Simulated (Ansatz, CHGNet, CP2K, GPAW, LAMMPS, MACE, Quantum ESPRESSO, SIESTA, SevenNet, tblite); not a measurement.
# SIESTA runs on liquid 54SiO2-18Na2O-14BaO-14ZnO (mol %) at 2500 K (76 atoms)

Wanted: SIESTA inputs and outputs for liquid 54SiO2-18Na2O-14BaO-14ZnO (mol %) at 2500 K (76 atoms), checked against a plane-wave reference.

Method: the method is named at each step, in SIESTA 5.4.2.

**1. Starting point**

The cell holds 76 atoms: 15 Si, 10 Na, 4 Ba, 4 Zn and 43 O. Cell: a = 10.948 Å, b = 10.948 Å, c = 10.948 Å, α = 90.0°, β = 90.0°, γ = 90.0°. 76 atoms (15 Si, 10 Na, 4 Ba, 4 Zn, 43 O) placed at random at 3.23 g/cm³, melted at 4000 K for 10 ps at fixed volume with the Morse and Coulomb pair potential with partial charges (Pedone, Malavasi, Menziani, Cormack and Segre, J. Phys. Chem. B 110, 11780 (2006)). Snapshot at the end of a hold of 10 ps at 2500 K and zero pressure.

The yardstick, on the same geometry:

* method: Kohn-Sham DFT, PBE, PAW, plane waves (Ansatz 0.2.0); cutoff 420 eV, Γ point, fermi-dirac smearing of 0.05 eV; PAW set soft_2
* r.m.s. force component: 3.188 eV/Å
* longest force: 16.76 eV/Å
* pressure: 5.418 GPa
* spacing of highest filled and lowest empty level: 0.2513 eV
* SCF cycles: 15
* time: 10 s on 8 threads of Arm Neoverse V2, shared host
* CPU time: 72 s

**2. PBE, DZP, shift 0.01 Ry, mesh 500 Ry**

Method: Kohn-Sham DFT, PBE, PseudoDojo 0.4.1 norm-conserving pseudopotentials (converted to PSML), numerical atomic orbitals (DZP), diagonalisation.

The .psml files are PseudoDojo norm-conserving potentials that we converted to this format, checked against plane waves on the same files for H, C, O, Si, Ge and Ca alone.

input.fdf reads:

```
SystemLabel cell
NumberOfAtoms 76
NumberOfSpecies 5
%block ChemicalSpeciesLabel
  1 14 Si
  2 11 Na
  3 56 Ba
  4 30 Zn
  5 8 O
%endblock ChemicalSpeciesLabel
LatticeConstant 1.0 Ang
%block LatticeVectors
  10.94803 0.00000 0.00000
  0.00000 10.94803 0.00000
  0.00000 0.00000 10.94803
%endblock LatticeVectors
PAO.BasisSize DZP
PAO.EnergyShift 0.01 Ry
XC.Functional GGA
XC.Authors PBE
MeshCutoff 500 Ry
%block kgrid_Monkhorst_Pack
  1 0 0 0.0
  0 1 0 0.0
  0 0 1 0.0
%endblock kgrid_Monkhorst_Pack
SolutionMethod diagon
OccupationFunction FD
ElectronicTemperature 580 K
SCF.Mixer.Method Pulay
SCF.Mixer.Weight 0.15
SCF.Mixer.History 8
SCF.Mix Hamiltonian
MaxSCFIterations 300
SCF.DM.Tolerance 1e-04
SCF.H.Tolerance 1.0e-3 eV
WriteForces T
Write.HirshfeldPop T
Write.VoronoiPop T
Write.DM F
Write.H F
XML.Write F
AtomicCoordinatesFormat Fractional
%block AtomicCoordinatesAndAtomicSpecies
  0.33970 0.24176 0.09025 1
  0.87663 0.47310 0.04872 1
  0.46462 0.68622 0.33410 1
  0.53611 0.16873 0.77860 1
  0.86108 0.67265 0.85224 1
  0.91700 0.04406 0.19527 1
  0.98137 0.63669 0.27088 1
  0.14568 0.87038 0.18055 1
  0.25394 0.88294 0.42015 1
  0.43993 0.01524 0.95917 1
  0.05793 0.20212 0.01692 1
  0.28863 0.78546 0.95681 1
  0.93598 0.10557 0.49786 1
  0.16165 0.62246 0.78954 1
  0.36978 0.43297 0.29570 1
  0.07671 0.23108 0.69985 2
  0.04248 0.84745 0.75255 2
  0.68707 0.97338 0.78707 2
  0.60813 0.76072 0.66846 2
  0.82732 0.91676 0.65227 2
  0.85856 0.56111 0.51020 2
  0.23912 0.03848 0.71701 2
  0.74233 0.84891 0.43553 2
  0.75601 0.05287 0.01280 2
  0.67458 0.73216 0.15317 2
  0.52562 0.47012 0.85111 3
  0.71656 0.22872 0.20357 3
  0.52049 0.01313 0.31240 3
  0.10687 0.32182 0.32447 3
  0.44738 0.31417 0.50988 4
  0.31376 0.49945 0.03033 4
  0.62849 0.21107 0.56965 4
  0.17880 0.63639 0.49335 4
  0.38286 0.31250 0.20844 5
  0.04971 0.95776 0.14168 5
  0.34837 0.90789 0.92368 5
  0.97151 0.98762 0.57736 5
  0.52841 0.76610 0.23155 5
  0.50960 0.27194 0.69726 5
  0.79411 0.99774 0.20136 5
  0.97640 0.36449 0.99049 5
  0.54060 0.69364 0.46174 5
  0.07061 0.12446 0.89771 5
  0.42231 0.11429 0.07983 5
  0.19212 0.20584 0.09635 5
  0.48528 0.53236 0.29441 5
  0.34080 0.76098 0.34596 5
  0.91593 0.15819 0.10288 5
  0.86043 0.71962 0.30300 5
  0.01616 0.62829 0.76732 5
  0.23059 0.55103 0.70343 5
  0.83926 0.81685 0.87061 5
  0.17776 0.94923 0.30482 5
  0.93654 0.52826 0.17256 5
  0.35084 0.33690 0.98410 5
  0.41227 0.12166 0.84329 5
[... 16 atom lines left out ...]
  0.18292 0.58852 0.93922 5
  0.63714 0.21592 0.87944 5
  0.08419 0.73923 0.21233 5
  0.84735 0.58034 0.96721 5
%endblock AtomicCoordinatesAndAtomicSpecies
```

Run with:

```sh
$ OMP_NUM_THREADS=1 mpirun -np 2 siesta < input.fdf > output.txt
```

The log of the run:

```text
Version         : 5.4.2
reinit: System Name:
reinit: System Label: cell
initatom: Reading input for the pseudopotentials and atomic orbitals ----------
Species number:   1 Atomic number:   14 Label: Si
Species number:   2 Atomic number:   11 Label: Na
Species number:   3 Atomic number:   56 Label: Ba
Species number:   4 Atomic number:   30 Label: Zn
Species number:   5 Atomic number:    8 Label: O
Ground state valence configuration (from tables):   3s02  3p02  3d00  4f00
Ground state valence configuration (from tables):   3s01  3p00  3d00  4f00
Ground state valence configuration (from tables):   6s02  6p00  5d00  4f00
Ground state valence configuration (from tables):   4s02  4p00  3d10  4f00
Ground state valence configuration (from tables):   2s02  2p04  3d00  4f00
---- Processing specs for species: Si
GGA--PBE XC_GGA_X_PBE--XC_GGA_C_PBE pb
---- Processing specs for species: Na
GGA--PBE XC_GGA_X_PBE--XC_GGA_C_PBE pb
Semicore shell(s) with  8 electrons included in the valence for Na
---- Processing specs for species: Ba
GGA--PBE XC_GGA_X_PBE--XC_GGA_C_PBE pb
Semicore shell(s) with  8 electrons included in the valence for Ba
---- Processing specs for species: Zn
GGA--PBE XC_GGA_X_PBE--XC_GGA_C_PBE pb
Semicore shell(s) with  8 electrons included in the valence for Zn
---- Processing specs for species: O
GGA--PBE XC_GGA_X_PBE--XC_GGA_C_PBE pb
Semicore shell(s): 2s 2p
Fallback to non-perturbative polarization scheme for Na
Please see the manual if this is not desired in principle
Semicore shell(s): 5s 5p
Fallback to non-perturbative polarization scheme for Ba
Please see the manual if this is not desired in principle
Semicore shell(s): 3s 3p
Fallback to non-perturbative polarization scheme for Zn
Please see the manual if this is not desired in principle
Si pseudopotential only contains V_ls up to l=2 -- lmxkb reset.
Na pseudopotential only contains V_ls up to l=1 -- lmxkb reset.
Zn pseudopotential only contains V_ls up to l=2 -- lmxkb reset.
[... lines left out ...]
Total number of electrons:   528.000000
[... lines left out ...]
       10.948030    0.000000    0.000000
        0.000000   10.948030    0.000000
        0.000000    0.000000   10.948030
outcell: Cell vector modules (Ang)   :   10.948030   10.948030   10.948030
outcell: Cell angles (23,13,12) (deg):     90.0000     90.0000     90.0000
outcell: Cell volume (Ang**3)        :   1312.2239
Gamma-point calculation with interaction between periodic images
Gamma-point calculation with interaction between periodic images
Some features might not work optimally:
Some features might not work optimally:
e.g. DM initialization from atomic data
e.g. DM initialization from atomic data
new_DM -- step:     1
Initializing Density Matrix...
Attempting to read DM from file... Failed...
DM filled with atomic data:
InitMesh: MESH = 150 x 150 x 150 = 3375000
InitMesh: Mesh cutoff (required, used) =   500.000   518.815 Ry
stepf: Fermi-Dirac step function
        iscf     Eharris(eV)        E_KS(eV)     FreeEng(eV)     dDmax    Ef(eV) dHmax(eV)
   scf:    1   -53058.932004   -57256.422690   -57256.955388  1.695220 -1.078823198.882747
   scf:    2   -58258.132445   -59084.906244   -59085.049593  3.172835 -5.834173 54.210069
   scf:    3   -59325.794626   -59297.155961   -59297.294220  3.126127 -6.146871 23.990111
   scf:    4   -59326.222888   -59315.933586   -59315.995386  0.687717 -5.688217 16.581833
[...]
scf:   20   -59330.053176   -59330.053258   -59330.123149  0.000186 -4.381306  0.000850
   scf:   21   -59330.053259   -59330.053258   -59330.123150  0.000085 -4.381356  0.000285
SCF Convergence by DM+H criterion
max |DM_out - DM_in|         :     0.0000847929
max |H_out - H_in|      (eV) :     0.0002845752
SCF cycle converged after 21 iterations
Using DM_out to compute the final energy and forces
siesta: E_KS(eV) =           -59330.0533
siesta: E_KS - E_eggbox =    -59330.0533
siesta: Atomic forces (eV/Ang):
     1   -0.950658   -0.809528   -1.305239
     2    9.123321   -3.028986    1.443213
     3    2.566121    0.197343    0.734458
[...]
75   -1.275223   -1.636614    0.575119
    76   -0.299301    5.845966   -4.722761
----------------------------------------
   Tot   -0.112831    0.015707    0.005678
----------------------------------------
   Max   14.188572
   Res    3.423158    sqrt( Sum f_i^2 / 3N )
----------------------------------------
   Max   14.188572    constrained
Stress tensor Voigt[x,y,z,yz,xz,xy] (kbar):      -84.16      -57.04      -50.89       25.04        6.58       -7.65
(Free)E + p*V (eV/cell)   -59277.6804
Target enthalpy (eV/cell)   -59330.1231
siesta: Program's energy decomposition (eV):
siesta: Ebs     =    -11516.923361
siesta: Eions   =     76494.168947
siesta: Ena     =      7130.580802
siesta: Ekin    =     32357.146279
siesta: Enl     =    -11844.818034
siesta: DEna    =       136.173037
siesta: DUscf   =        52.776513
siesta: Ex      =     -9999.426851
siesta: Ec      =      -668.316056
siesta: Exc     =    -10667.742907
siesta: Eharris =    -59330.053259
siesta: Etot    =    -59330.053258
siesta: FreeEng =    -59330.123150
siesta: Final energy (eV):
siesta:  Band Struct. =  -11516.923361
siesta:       Kinetic =   32357.146279
siesta:       Hartree =   28905.356829
siesta:         Exch. =   -9999.426851
siesta:         Corr. =    -668.316056
siesta:   Exch.-corr. =  -10667.742907
siesta:  Ion-electron =  -89673.889546
siesta:       Ion-ion =  -20250.923913
siesta:         Total =  -59330.053258
siesta:         Fermi =      -4.381356
siesta: Stress tensor (static) (eV/Ang**3):
siesta:    -0.052526   -0.004774    0.004106
siesta:    -0.004774   -0.035604    0.015626
siesta:     0.004106    0.015626   -0.031764
siesta: Cell volume =       1312.223879 Ang**3
siesta: Pressure (static):
siesta:                Solid            Molecule  Units
siesta:           0.00043527          0.00017892  Ry/Bohr**3
siesta:           0.03996479          0.01642739  eV/Ang**3
siesta:          64.03065716         26.31958046  kBar
    Orbital volume contribution        =          40.696496 eV
    (Free)E + p_basis*V_orbitals       =      -59289.426654 eV
    (Free)Eharris+ p_basis*V_orbitals  =      -59289.426654 eV
Hirshfeld Atomic Populations:
Atom #   charge [q] valence [e]  Species
     1     0.359138    3.640862  Si
     2     0.298321    3.701679  Si
     3     0.234133    3.765867  Si
[...]
14     0.188544    3.811456  Si
    15     0.225407    3.774593  Si
    16     0.395093    8.604907  Na
    17     0.281615    8.718385  Na
    18     0.283772    8.716228  Na
[...]
24     0.303087    8.696913  Na
    25     0.308955    8.691045  Na
    26     0.698561    9.301439  Ba
    27     0.714311    9.285689  Ba
    28     0.673234    9.326766  Ba
    29     0.584384    9.415616  Ba
    30     0.820421   19.179579  Zn
    31     0.838234   19.161766  Zn
    32     0.778150   19.221850  Zn
    33     0.931480   19.068520  Zn
    34    -0.224358    6.224358  O
    35    -0.235439    6.235439  O
    36    -0.189974    6.189974  O
[...]
75    -0.261797    6.261797  O
    76    -0.174531    6.174531  O
--------------------
 Total    -0.000005
```

Wall time 3 min (2 MPI ranks of Arm Neoverse V2, shared host); peak memory 2 GiB.

Banners and routine set-up lines are dropped from the logs; longer cuts are marked.

Numbers from this run, and their distance from the reference:

```
r.m.s. force component                  : 3.423 eV/Å
r.m.s. difference of force components   : 343 meV/Å
longest difference of force vectors     : 1445 meV/Å
force difference over r.m.s. force      : 10.76 %
slope of forces against the reference's : 1.071
correlation of force components         : 0.9971
pressure                                : 6.403 GPa
pressure difference                     : 0.9851 GPa
```

Length of the force difference by element (eV/Å):

```csv
element,atoms,mean,most
Ba,4,0.69,0.87
Na,10,0.18,0.30
O,43,0.60,1.4
Si,15,0.48,0.87
Zn,4,0.46,0.64
```

Local excerpt of 9 atoms (numbers count through the whole input) about O66, which bears the longest force; x, y, z are measured from there.

```csv
atom,x,y,z,distance (Å),Hirshfeld charge (e),Fx,Fy,Fz (eV/Å)
O66,0.00,0.00,0.00,0.00,-0.36,7.77,-8.34,14.19
Si7,-0.64,0.60,-1.09,1.40,0.26,-6.44,9.27,-12.24
Zn33,1.52,0.59,1.35,2.12,0.93,-0.19,-0.39,-0.16
O75,0.49,1.72,-1.73,2.48,-0.26,-1.28,-1.64,0.58
O54,-1.13,-0.59,-2.16,2.51,-0.22,1.46,0.01,1.34
Na21,-1.98,-0.23,1.53,2.52,0.39,0.05,0.49,0.00
O49,-1.96,1.50,-0.73,2.58,-0.39,-1.19,-0.23,0.81
Ba29,0.73,-2.85,-0.50,2.99,0.58,-1.03,0.08,-0.77
O58,1.39,2.40,1.45,3.13,-0.38,-2.39,-0.88,1.75
```

Forces lie 11 % from the reference's, at 5.0 times its CPU time (on 2 against 8 cores).

**3. PBE, SZ, shift 0.01 Ry, mesh 500 Ry**

Method: Kohn-Sham DFT, PBE, PseudoDojo 0.4.1 norm-conserving pseudopotentials (converted to PSML), numerical atomic orbitals (SZ), diagonalisation.

input.fdf, as its differences from that of step 2:

```diff
@@ -16,3 +16,3 @@
 %endblock LatticeVectors
-PAO.BasisSize DZP
+PAO.BasisSize SZ
 PAO.EnergyShift 0.01 Ry
```

Run with:

```sh
$ OMP_NUM_THREADS=1 siesta < input.fdf > output.txt
```

The log of the run:

```text
Version         : 5.4.2
reinit: System Name:
reinit: System Label: cell
initatom: Reading input for the pseudopotentials and atomic orbitals ----------
Species number:   1 Atomic number:   14 Label: Si
Species number:   2 Atomic number:   11 Label: Na
Species number:   3 Atomic number:   56 Label: Ba
Species number:   4 Atomic number:   30 Label: Zn
Species number:   5 Atomic number:    8 Label: O
Ground state valence configuration (from tables):   3s02  3p02  3d00  4f00
Ground state valence configuration (from tables):   3s01  3p00  3d00  4f00
Ground state valence configuration (from tables):   6s02  6p00  5d00  4f00
Ground state valence configuration (from tables):   4s02  4p00  3d10  4f00
Ground state valence configuration (from tables):   2s02  2p04  3d00  4f00
[... lines left out ...]
stepf: Fermi-Dirac step function
        iscf     Eharris(eV)        E_KS(eV)     FreeEng(eV)     dDmax    Ef(eV) dHmax(eV)
[... lines left out ...]
SCF Convergence by DM+H criterion
[... lines left out ...]
SCF cycle converged after 30 iterations
[... lines left out ...]
   Max   17.077363
[... lines left out ...]
   Max   17.077363    constrained
Stress tensor Voigt[x,y,z,yz,xz,xy] (kbar):     -184.83     -166.41     -148.17       28.08        0.53      -10.43
[... lines left out ...]
siesta: FreeEng =    -59164.134072
[... lines left out ...]
siesta:  Band Struct. =  -10669.119540
siesta:       Kinetic =   33490.178223
siesta:       Hartree =   29633.367121
siesta:         Exch. =  -10181.582037
siesta:         Corr. =    -669.360169
siesta:   Exch.-corr. =  -10850.942206
siesta:  Ion-electron =  -91185.680372
siesta:       Ion-ion =  -20250.923913
siesta:         Total =  -59164.001147
siesta:         Fermi =      -2.781920
siesta: Stress tensor (static) (eV/Ang**3):
siesta:    -0.115360   -0.006512    0.000329
siesta:    -0.006512   -0.103863    0.017527
siesta:     0.000329    0.017527   -0.092480
siesta: Cell volume =       1312.223879 Ang**3
siesta: Pressure (static):
siesta:                Solid            Molecule  Units
siesta:           0.00113163          0.00086771  Ry/Bohr**3
siesta:           0.10390123          0.07966904  eV/Ang**3
siesta:         166.46812050        127.64387425  kBar
    Orbital volume contribution        =          19.092207 eV
    (Free)E + p_basis*V_orbitals       =      -59145.041865 eV
    (Free)Eharris+ p_basis*V_orbitals  =      -59145.041861 eV
Hirshfeld Atomic Populations:
Atom #   charge [q] valence [e]  Species
     1     0.517096    3.482904  Si
     2     0.490456    3.509544  Si
     3     0.416851    3.583149  Si
[...]
14     0.401339    3.598661  Si
    15     0.391549    3.608451  Si
    16     0.380458    8.619542  Na
    17     0.307074    8.692926  Na
    18     0.300654    8.699346  Na
[...]
24     0.331963    8.668037  Na
    25     0.337385    8.662615  Na
    26     0.827605    9.172395  Ba
    27     0.822740    9.177260  Ba
    28     0.796996    9.203004  Ba
    29     0.715825    9.284175  Ba
    30     0.992303   19.007697  Zn
    31     1.033544   18.966456  Zn
    32     0.974378   19.025622  Zn
    33     1.102125   18.897875  Zn
    34    -0.339914    6.339914  O
    35    -0.329737    6.329737  O
    36    -0.274009    6.274009  O
[...]
75    -0.354608    6.354608  O
    76    -0.269388    6.269388  O
--------------------
 Total    -0.000014
```

Run time: 2.4 min. Hardware: 1 thread; peak memory 0.88 GiB.

Against the reference:

```yaml
r_m_s_force_component: 4.267 eV/Å
r_m_s_difference_of_force_components: 1570 meV/Å
longest_difference_of_force_vectors: 5236 meV/Å
force_difference_over_r_m_s_force: 49.24 %
slope_of_forces_against_the_reference_s: 1.274
correlation_of_force_components: 0.9522
pressure: 16.65 GPa
pressure_difference: 11.23 GPa
```

This is a coarse setting, run to see what it loses.

Against the first run (11 %), the force difference from the reference is 49 %, at 0.41 times the CPU time (on 1 against 2 cores) (30 SCF steps against 21), with 342 basis functions against 956: the smaller basis costs accuracy.

**4. PBE, DZP, shift 0.04 Ry, mesh 500 Ry**

Method: Kohn-Sham DFT, PBE, PseudoDojo 0.4.1 norm-conserving pseudopotentials (converted to PSML), numerical atomic orbitals (DZP), diagonalisation.

input.fdf, as its differences from that of step 3:

```diff
@@ -16,4 +16,4 @@
 %endblock LatticeVectors
-PAO.BasisSize SZ
-PAO.EnergyShift 0.01 Ry
+PAO.BasisSize DZP
+PAO.EnergyShift 0.04 Ry
 XC.Functional GGA
```

Run with:

```sh
$ OMP_NUM_THREADS=1 mpirun -np 2 siesta < input.fdf > output.txt
```

The log of the run:

```text
Version         : 5.4.2
reinit: System Name:
reinit: System Label: cell
initatom: Reading input for the pseudopotentials and atomic orbitals ----------
Species number:   1 Atomic number:   14 Label: Si
Species number:   2 Atomic number:   11 Label: Na
Species number:   3 Atomic number:   56 Label: Ba
Species number:   4 Atomic number:   30 Label: Zn
Species number:   5 Atomic number:    8 Label: O
Ground state valence configuration (from tables):   3s02  3p02  3d00  4f00
Ground state valence configuration (from tables):   3s01  3p00  3d00  4f00
[... lines left out ...]
        iscf     Eharris(eV)        E_KS(eV)     FreeEng(eV)     dDmax    Ef(eV) dHmax(eV)
[... lines left out ...]
SCF Convergence by DM+H criterion
[... lines left out ...]
SCF cycle converged after 40 iterations
[... lines left out ...]
   Max   14.156353
[... lines left out ...]
   Max   14.156353    constrained
Stress tensor Voigt[x,y,z,yz,xz,xy] (kbar):       15.11       40.13       55.21       22.96       11.59      -18.86
[... lines left out ...]
siesta: FreeEng =    -59232.049733
[... lines left out ...]
siesta:         Fermi =      -2.557072
[... lines left out ...]
siesta: Pressure (static):
siesta:                Solid            Molecule  Units
siesta:          -0.00025027         -0.00049700  Ry/Bohr**3
siesta:          -0.02297888         -0.04563269  eV/Ang**3
siesta:         -36.81622622        -73.11162448  kBar
    Orbital volume contribution        =          22.577957 eV
    (Free)E + p_basis*V_orbitals       =      -59209.471776 eV
    (Free)Eharris+ p_basis*V_orbitals  =      -59209.471815 eV
Hirshfeld Atomic Populations:
Atom #   charge [q] valence [e]  Species
     1     0.190155    3.809845  Si
     2     0.127301    3.872699  Si
     3     0.101972    3.898028  Si
[...]
14     0.038715    3.961285  Si
    15     0.069160    3.930840  Si
    16     0.310327    8.689673  Na
    17     0.198650    8.801350  Na
    18     0.206258    8.793742  Na
[...]
24     0.228851    8.771149  Na
    25     0.230169    8.769831  Na
    26     0.689347    9.310653  Ba
    27     0.690872    9.309128  Ba
    28     0.645481    9.354519  Ba
    29     0.578141    9.421859  Ba
    30     0.793867   19.206133  Zn
    31     0.825263   19.174737  Zn
    32     0.755841   19.244159  Zn
    33     0.904619   19.095381  Zn
    34    -0.145362    6.145362  O
    35    -0.161651    6.161651  O
    36    -0.093524    6.093524  O
[...]
75    -0.186803    6.186803  O
    76    -0.083016    6.083016  O
--------------------
 Total    -0.000032
```

Elapsed: 2.7 min, on 2 MPI ranks; peak memory 1.5 GiB; 5.5 min of CPU time.

Against the reference:

```
r.m.s. force component                  : 3.288 eV/Å
r.m.s. difference of force components   : 506.1 meV/Å
longest difference of force vectors     : 2707 meV/Å
force difference over r.m.s. force      : 15.87 %
slope of forces against the reference's : 1.019
correlation of force components         : 0.9882
pressure                                : -3.682 GPa
pressure difference                     : -9.1 GPa
```

This is a coarse setting, run to see what it loses.

Against the first run (11 %), the force difference from the reference is 16 %, at 0.91 times the CPU time (40 SCF steps against 21).

(Part 1 of 2 ends here.)

[Long decimals in the printed logs are rounded to 6 places.]

[Also dropped from logs without a mark: lines with file paths, logging warnings of Python, QE's lines on negative density and diagonalisation, SIESTA's first energy breakdown, zero terms and Voronoi charges.]

[Logs are printed without paths, hosts, clocks, repeated set-up lines and the standing remarks that a program may print on its own settings, such as how far it seeks lower states.]

[Hosts, paths, dates, database ids (printed as entryN), source tags and the programs' standing remarks are cut or masked in the printed files.]

[Most failed runs of this program on this cell are left out, timed-out ones always.]
